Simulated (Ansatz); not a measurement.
Rows from a G0W0 calculation on GaSi2P (zincblende [110] superlattice) (Pmn2_1) (Ansatz 0.2.0; G0W0 on PBEsol, plane waves, PAW; PAW set soft_1; 4×4×2 mesh, 78 empty bands, screening to 36 eV, PAW set soft_1 files), in eV. Spin-orbit coupling is left out.

The structure was built from a prototype and need not be the compound's stable phase.

| row | k | band | start | Σx | Σc at the solution | Vxc |
| --- | --- | --- | --- | --- | --- | --- |
| A | Γ | v2 | 6.716 | -15.591 | 1.615 | -14.250 |
| B | (-0.500, 0.000, 0.000) | v1 | 5.616 | -15.175 | 2.081 | -13.242 |
| C | Γ | v1 | 6.754 | -15.661 | 1.784 | -14.125 |
| D | (-0.500, 0.000, 0.000) | c1 | 7.576 | -6.569 | -3.359 | -10.414 |
| E | Γ | c2 | 7.731 | -6.771 | -3.515 | -10.889 |
| F | Γ | c1 | 7.588 | -6.428 | -3.491 | -10.432 |

Question: Work out each quasiparticle level and how far it moved.

The quasiparticle equation reads E = start + Σx + Σc(E) − Vxc.

| row | E (eV) | shift (eV) |
| --- | --- | --- |
| A | 6.990 | +0.274 |
| B | 5.764 | +0.148 |
| C | 7.002 | +0.248 |
| D | 8.063 | +0.486 |
| E | 8.334 | +0.603 |
| F | 8.101 | +0.513 |

The gap over the computed points goes from 0.81 eV to 1.06 eV.

Limits: not at the basis limit; no spin-orbit coupling; coarse k mesh.

[Runs of the session that timed out or met a known fault of the program may be left out.]

[Cells called generated may have been cut or substituted from an entry of the Crystallography Open Database or the Materials Project.]

[Hosts, paths, dates, database ids (printed as entryN), source tags and the programs' standing remarks are cut or masked in the printed files.]
